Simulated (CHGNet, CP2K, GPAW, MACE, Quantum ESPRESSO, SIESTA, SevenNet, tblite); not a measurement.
# CP2K runs on random packing of 71Si3N4-29SiO2 (mol %) (99 atoms), part 2 of 2

Aim: run random packing of 71Si3N4-29SiO2 (mol %) (99 atoms) in CP2K and see how near its forces come to a plane-wave reference, and at what cost.

Program: CP2K 2026.2; the method stands at each step. Banners, paths, timers and routine set-up lines are dropped from the logs unmarked, and long logs keep their key lines alone; longer cuts are marked.

So far. Step 2 (PBE, DZVP-MOLOPT-SR, 600/50 Ry, diagonalisation): Forces lie 3.4 % from the reference's, at 0.35 times its CPU time (on 4 against 2 cores). Step 3 (PBE, SZV-MOLOPT-SR, 600/50 Ry, diagonalisation): Against the first run (3.4 %), the force difference from the reference is 80 %, at 0.56 times the CPU time (on 2 against 4 cores), with 396 basis functions against 1287: the smaller basis costs accuracy.

## Step 4: PBE, DZVP-MOLOPT-SR, 420/50 Ry, diagonalisation

Method: Kohn-Sham DFT, PBE, GTH-PBE pseudopotentials, Gaussian and plane waves, DZVP-MOLOPT-SR-GTH, diagonalisation.

Input file input.inp:

```
&GLOBAL
  PROJECT cell
  RUN_TYPE ENERGY_FORCE
  PRINT_LEVEL LOW
&END GLOBAL
&FORCE_EVAL
  METHOD QS
  STRESS_TENSOR ANALYTICAL
  &DFT
    BASIS_SET_FILE_NAME BASIS_MOLOPT
    POTENTIAL_FILE_NAME GTH_POTENTIALS
    &MGRID
      CUTOFF 420
      REL_CUTOFF 50
    &END MGRID
    &QS
      EPS_DEFAULT 1.0E-12
    &END QS
    &SCF
      SCF_GUESS ATOMIC
      EPS_SCF 5.0E-06
      MAX_SCF 200
      ADDED_MOS 14
      &DIAGONALIZATION
        ALGORITHM STANDARD
      &END DIAGONALIZATION
      &SMEAR ON
        METHOD FERMI_DIRAC
        ELECTRONIC_TEMPERATURE [K] 580
      &END SMEAR
      &MIXING
        METHOD BROYDEN_MIXING
        ALPHA 0.3
        NBROYDEN 12
      &END MIXING
      &PRINT
        &RESTART OFF
        &END RESTART
      &END PRINT
    &END SCF
    &XC
      &XC_FUNCTIONAL PBE
      &END XC_FUNCTIONAL
    &END XC
    &PRINT
      &MULLIKEN ON
      &END MULLIKEN
      &HIRSHFELD ON
        SHAPE_FUNCTION DENSITY
      &END HIRSHFELD
      &MO ON
        EIGENVALUES T
        OCCUPATION_NUMBERS T
        MO_INDEX_RANGE 221 244
        &EACH
          QS_SCF 0
        &END EACH
        ADD_LAST NUMERIC
      &END MO
    &END PRINT
  &END DFT
  &SUBSYS
    &CELL
      A 10.83330 0.00000 0.00000
      B 0.00000 10.83330 0.00000
      C 0.00000 0.00000 10.83330
    &END CELL
    &TOPOLOGY
      COORD_FILE_NAME structure.xyz
      COORD_FILE_FORMAT XYZ
    &END TOPOLOGY
    &KIND Si
      BASIS_SET DZVP-MOLOPT-SR-GTH-q4
      POTENTIAL GTH-PBE-q4
    &END KIND
    &KIND N
      BASIS_SET DZVP-MOLOPT-SR-GTH-q5
      POTENTIAL GTH-PBE-q5
    &END KIND
    &KIND O
      BASIS_SET DZVP-MOLOPT-SR-GTH-q6
      POTENTIAL GTH-PBE-q6
    &END KIND
  &END SUBSYS
  &PRINT
    &FORCES ON
    &END FORCES
    &STRESS_TENSOR ON
    &END STRESS_TENSOR
  &END PRINT
&END FORCE_EVAL
```

Input file structure.xyz:

```xyz
99

Si 10.82084 10.55001 2.20707
Si 1.35492 4.02305 4.65821
Si 8.33222 2.17533 9.99069
Si 2.32591 4.15630 0.30994
Si 2.19580 1.23283 10.80416
Si 4.38694 5.08038 1.51341
Si 1.07445 10.26997 6.41830
Si 0.87555 5.98323 6.56942
Si 8.26061 4.62311 0.09902
Si 7.33718 0.82788 2.57508
Si 8.88233 4.49918 5.00748
Si 3.36287 2.49903 3.77584
Si 4.12131 2.32006 1.29740
Si 0.05579 5.55727 8.94235
Si 4.75560 3.69264 7.02258
Si 2.12994 2.82283 7.59252
Si 3.50728 8.70954 1.71567
Si 5.23053 10.04604 7.23849
Si 9.17158 7.17890 4.40027
Si 7.68189 8.94809 1.56476
[... 75 atom lines left out ...]
O 5.61501 8.59254 3.44705
O 6.56021 4.88300 5.45955
O 0.33562 8.65700 10.63808
O 2.58537 1.71004 2.35018
```

Started as:

```console
> OMP_NUM_THREADS=1 mpirun -np 4 cp2k.psmp -i input.inp > output.txt
```

Numbers of over 12 decimals in the logs are rounded to 6 here.

The log of the run:

```text
CP2K| version string:                                       CP2K version 2026.2
 CP2K| Input file name                                                 input.inp
 GLOBAL| Basis set file name                                        BASIS_MOLOPT
 GLOBAL| Potential file name                                      GTH_POTENTIALS
 GLOBAL| Run type                                                   ENERGY_FORCE
 GLOBAL| Total number of message passing processes                             4
 GLOBAL| Number of threads for this process                                    1
 TOTAL NUMBERS AND MAXIMUM NUMBERS
  Total number of            - Atomic kinds:                                   3
                             - Atoms:                                         99
[... lines left out ...]
                        Smear method:                                FERMI_DIRAC
[... lines left out ...]
 Number of electrons:                                                        464
[... lines left out ...]
  Step     Update method      Time    Convergence         Total energy    Change
[... lines left out ...]
  *** SCF run converged in    38 steps ***
[... lines left out ...]
  Fermi energy:                                                 0.193043
  Total energy:                                              -794.762373
  Total energy (extrapolated to T->0):                       -794.752609
[... lines left out ...]
 MO| E(Fermi):            0.193043 a.u.          5.252963 eV
[... lines left out ...]
 !-----------------------------------------------------------------------------!
 !-----------------------------------------------------------------------------!
                           Hirshfeld Charges
  #Atom  Element  Kind  Ref Charge     Population                    Net charge
      1       Si     1       4.000          3.680                         0.320
      2       Si     1       4.000          3.744                         0.256
      3       Si     1       4.000          3.777                         0.223
[...]
98       O      3       6.000          6.196                        -0.196
     99       O      3       6.000          6.239                        -0.239
  Total Charge                                                           -0.000
 !-----------------------------------------------------------------------------!
 ENERGY| Total FORCE_EVAL ( QS ) energy [hartree]           -794.762381
 FORCES| Atomic forces [hartree/bohr]
 FORCES|   Atom     x               y               z               |f|
 FORCES|      1  1.52908566E-02 -2.38780170E-02  2.22580467E-02   3.60470613E-02
 FORCES|      2 -3.13825733E-02  5.56218543E-03 -4.51988433E-02   5.53058699E-02
 FORCES|      3 -8.58639374E-03  1.64248857E-02 -1.99760869E-02   2.72497170E-02
[...]
FORCES|     98 -3.63888022E-02 -5.41434622E-02 -1.28778451E-03   6.52481250E-02
 FORCES|     99  4.07192058E-02  2.99350091E-02 -1.13429631E-02   5.17959584E-02
 FORCES| Sum    -2.48728763E-03 -2.74450863E-03 -1.95880569E-03
 FORCES| Total atomic force                                       4.18996982E-03
 STRESS| Analytical stress tensor [bar]
 STRESS|                        x                   y                   z
 STRESS|      x       -1.78337361831E+05   5.54932223604E+03   4.78522239502E+03
 STRESS|      y        5.54932223604E+03  -1.46124786494E+05  -4.31888229481E+03
 STRESS|      z        4.78522239502E+03  -4.31888229481E+03  -1.45611298156E+05
 STRESS| 1/3 Trace                                            -1.56691148827E+05
```

The job ended after 3 min (4 MPI ranks of Arm Neoverse V1, shared host; peak memory 3.2 GiB; 12 min of CPU time).

Against the reference:

| Item | Value |
| --- | --- |
| r.m.s. force component | 1.478 eV/Å |
| r.m.s. difference of force components | 59.39 meV/Å |
| longest difference of force vectors | 241.2 meV/Å |
| force difference over r.m.s. force | 3.997 % |
| slope of forces against the reference's | 0.9939 |
| correlation of force components | 0.9992 |
| pressure | -15.67 GPa |
| pressure difference | 0.6636 GPa |
| energy less the same-level run's | -0.1743 meV/atom |
| r.m.s. force difference from the same-level run | 41.6 meV/Å |

Against the first run (3.4 %), the force difference from the reference is 4.0 %, at 0.87 times the CPU time: the grid matters here.

## Step 5: PBE, DZVP-MOLOPT-SR, 210/50 Ry, diagonalisation

Method: Kohn-Sham DFT, PBE, GTH-PBE pseudopotentials, Gaussian and plane waves, DZVP-MOLOPT-SR-GTH, diagonalisation.

input.inp: that of step 4 with these lines changed.

```diff
@@ -12,3 +12,3 @@
     &MGRID
-      CUTOFF 420
+      CUTOFF 210
       REL_CUTOFF 50
@@ -67,6 +67,5 @@
     &END CELL
-    &TOPOLOGY
-      COORD_FILE_NAME structure.xyz
-      COORD_FILE_FORMAT XYZ
-    &END TOPOLOGY
+    &COORD
+[... 99 atom lines left out: the same atoms as in the first run ...]
+    &END COORD
     &KIND Si
```

Started as:

```console
> OMP_NUM_THREADS=2 cp2k.psmp -i input.inp > output.txt
```

The log of the run:

```text
CP2K| version string:                                       CP2K version 2026.2
 CP2K| Input file name                                                 input.inp
 GLOBAL| Basis set file name                                        BASIS_MOLOPT
 GLOBAL| Potential file name                                      GTH_POTENTIALS
 GLOBAL| Run type                                                   ENERGY_FORCE
 GLOBAL| Total number of message passing processes                             1
 GLOBAL| Number of threads for this process                                    2
 TOTAL NUMBERS AND MAXIMUM NUMBERS
  Total number of            - Atomic kinds:                                   3
                             - Atoms:                                         99
[... lines left out ...]
                        Smear method:                                FERMI_DIRAC
[... lines left out ...]
 Number of electrons:                                                        464
[... lines left out ...]
  Step     Update method      Time    Convergence         Total energy    Change
[... lines left out ...]
  *** SCF run converged in    38 steps ***
[... lines left out ...]
  Fermi energy:                                                 0.193057
  Total energy:                                              -794.770674
  Total energy (extrapolated to T->0):                       -794.760913
[... lines left out ...]
 MO| E(Fermi):            0.193057 a.u.          5.253341 eV
[... lines left out ...]
 !-----------------------------------------------------------------------------!
 !-----------------------------------------------------------------------------!
                           Hirshfeld Charges
  #Atom  Element  Kind  Ref Charge     Population                    Net charge
      1       Si     1       4.000          3.680                         0.320
      2       Si     1       4.000          3.744                         0.256
      3       Si     1       4.000          3.777                         0.223
[...]
98       O      3       6.000          6.196                        -0.196
     99       O      3       6.000          6.240                        -0.240
  Total Charge                                                            0.000
 !-----------------------------------------------------------------------------!
 ENERGY| Total FORCE_EVAL ( QS ) energy [hartree]           -794.770682
 FORCES| Atomic forces [hartree/bohr]
 FORCES|   Atom     x               y               z               |f|
 FORCES|      1  1.52946938E-02 -2.38853640E-02  2.22548979E-02   3.60516124E-02
 FORCES|      2 -3.12805822E-02  5.57409496E-03 -4.51200772E-02   5.51848414E-02
 FORCES|      3 -8.60193396E-03  1.64296943E-02 -1.99896009E-02   2.72674214E-02
[...]
FORCES|     98 -3.39679670E-02 -5.42160337E-02 -7.12014248E-03   6.43731118E-02
 FORCES|     99  4.50294807E-02  2.78096774E-02 -4.55899513E-03   5.31207749E-02
 FORCES| Sum     1.21517342E-02 -1.12614613E-03  5.56148181E-03
 FORCES| Total atomic force                                       1.34112986E-02
 STRESS| Analytical stress tensor [bar]
 STRESS|                        x                   y                   z
 STRESS|      x       -1.77448701253E+05   5.56185327611E+03   4.75832047934E+03
 STRESS|      y        5.56185327611E+03  -1.45116481670E+05  -4.29870944933E+03
 STRESS|      z        4.75832047934E+03  -4.29870944933E+03  -1.44572427199E+05
 STRESS| 1/3 Trace                                            -1.55712536708E+05
```

It took 5.1 min on 2 threads; peak memory 1.1 GiB.

Compared with the plane-wave run:

| Quantity | Value |
| --- | --- |
| r.m.s. force component | 1.48 eV/Å |
| r.m.s. difference of force components | 69.26 meV/Å |
| longest difference of force vectors | 389 meV/Å |
| force difference over r.m.s. force | 4.661 % |
| slope of forces against the reference's | 0.9947 |
| correlation of force components | 0.9989 |
| pressure | -15.57 GPa |
| pressure difference | 0.7614 GPa |
| energy less the same-level run's | -2.456 meV/atom |
| r.m.s. force difference from the same-level run | 55.91 meV/Å |

This is a coarse setting, run to see what it loses.

Against the first run (3.4 %), the force difference from the reference is 4.7 %, at 0.70 times the CPU time (on 2 against 4 cores): the grid matters here.

The forces add up to 0.69 eV/Å instead of zero, usually a sign of too coarse a grid.

## Step 6: All runs compared

Differences are against the plane-wave reference, forces as r.m.s. over components; share is that over the reference's r.m.s. force, slope the least-squares factor from reference forces to these. Total energies of different programs have different zeros and aren't compared.

| run | Δ force, r.m.s. (meV/Å) | share (%) | slope | Δ pressure (GPa) | cores | CPU time | memory (GiB) |
| --- | --- | --- | --- | --- | --- | --- | --- |
| reference | - | - | - | - | 2 | 39 min | 4.6 |
| CP2K PBE, DZVP-MOLOPT-SR, 600/50 Ry, diagonalisation | 50.4 | 3.39 | 0.994 | 0.657 | 4 | 14 min | 4.6 |
| CP2K PBE, SZV-MOLOPT-SR, 600/50 Ry, diagonalisation (coarse) | 1190 | 80.1 | 0.790 | 25.2 | 2 | 7.9 min | 3.4 |
| CP2K PBE, DZVP-MOLOPT-SR, 420/50 Ry, diagonalisation (coarse) | 59.4 | 4.00 | 0.994 | 0.664 | 4 | 12 min | 3.2 |
| CP2K PBE, DZVP-MOLOPT-SR, 210/50 Ry, diagonalisation (coarse) | 69.3 | 4.66 | 0.995 | 0.761 | 2 | 9.7 min | 1.1 |

Rows marked coarse were listed beforehand as settings not expected to be converged; some can still land near the reference.

CPU time is summed over cores on a shared host, where runs went side by side, so it is rough. Symmetry, cutoffs, thresholds, outputs and thread counts weren't matched or tuned between programs; memory under MPI is the largest rank's times the ranks.

Mean charges by element (e), by run and scheme:

| run | scheme | Si | N | O |
| --- | --- | --- | --- | --- |
| CP2K PBE, DZVP-MOLOPT-SR, 600/50 Ry, diagonalisation | Mulliken | +0.41 | -0.27 | -0.40 |
| CP2K PBE, DZVP-MOLOPT-SR, 600/50 Ry, diagonalisation | Hirshfeld | +0.28 | -0.20 | -0.21 |
| CP2K PBE, DZVP-MOLOPT-SR, 420/50 Ry, diagonalisation | Mulliken | +0.41 | -0.27 | -0.40 |
| CP2K PBE, DZVP-MOLOPT-SR, 420/50 Ry, diagonalisation | Hirshfeld | +0.28 | -0.20 | -0.21 |

Within one program, basis, potentials and functional, energies share a zero. Each run against its twin at the usual cutoff or grid and solver:

| run | twin | Δ energy (meV/atom) | Δ force, r.m.s. (meV/Å) | CPU time over the twin's |
| --- | --- | --- | --- | --- |
| CP2K PBE, DZVP-MOLOPT-SR, 420/50 Ry, diagonalisation | DZVP-MOLOPT-SR, 600/50 Ry, diagonalisation | -0.174 | 41.6 | 0.87 |
| CP2K PBE, DZVP-MOLOPT-SR, 210/50 Ry, diagonalisation | DZVP-MOLOPT-SR, 600/50 Ry, diagonalisation | -2.46 | 55.9 | 0.69 (this twin ran on 4 cores) |

## Step 7: Summary of results

| Quantity | Value |
| --- | --- |
| nearest in forces | CP2K PBE, DZVP-MOLOPT-SR, 600/50 Ry, diagonalisation, 3.4 % |
| its CPU time | 14 min |

**Reading.** The PBE run in local orbitals, coarse settings apart, differs by 3.4 % (CP2K PBE, DZVP-MOLOPT-SR, 600/50 Ry, diagonalisation); basis, grid and potentials can all enter. Runs with settings chosen to be coarse differ by 4.0 % (CP2K PBE, DZVP-MOLOPT-SR, 420/50 Ry, diagonalisation) to 80 % (CP2K PBE, SZV-MOLOPT-SR, 600/50 Ry, diagonalisation), their programs' other errors included. Of the electronic-structure runs that take under half the reference's CPU time, CP2K PBE, DZVP-MOLOPT-SR, 600/50 Ry, diagonalisation comes nearest, at 3.4 % in 14 min against 39 min. In pressure, CP2K PBE, SZV-MOLOPT-SR, 600/50 Ry, diagonalisation misses by +25.2 GPa, at the same functional. Charges hang on scheme and program or settings: among these rows the mean for O runs from -0.40 to -0.21 e. The reference's pressure holds the uncorrected Pulay stress of its 60 Ry basis, so small pressure differences, and their order, may be the reference's own error. The reference's stress is far from hydrostatic: its diagonal is -18.5, -15.3, -15.2 GPa, compression counted positive. The reference's pressure of -16 GPa belongs to a cell and atoms that aren't relaxed at this level. The electronic-structure runs sample only Γ, in a cell whose shortest periodic width is 11 Å, which is coarse for a cell with partly filled levels.

[Also dropped from logs without a mark: logging warnings of Python, and SIESTA's first energy breakdown and zero terms.]

[Logs are printed without paths, hosts, clocks, repeated set-up lines and the standing remarks that a program may print on its own settings, such as how far it seeks lower states.]

[Hosts, paths, dates, database ids (printed as entryN), source tags and the programs' standing remarks are cut or masked in the printed files.]
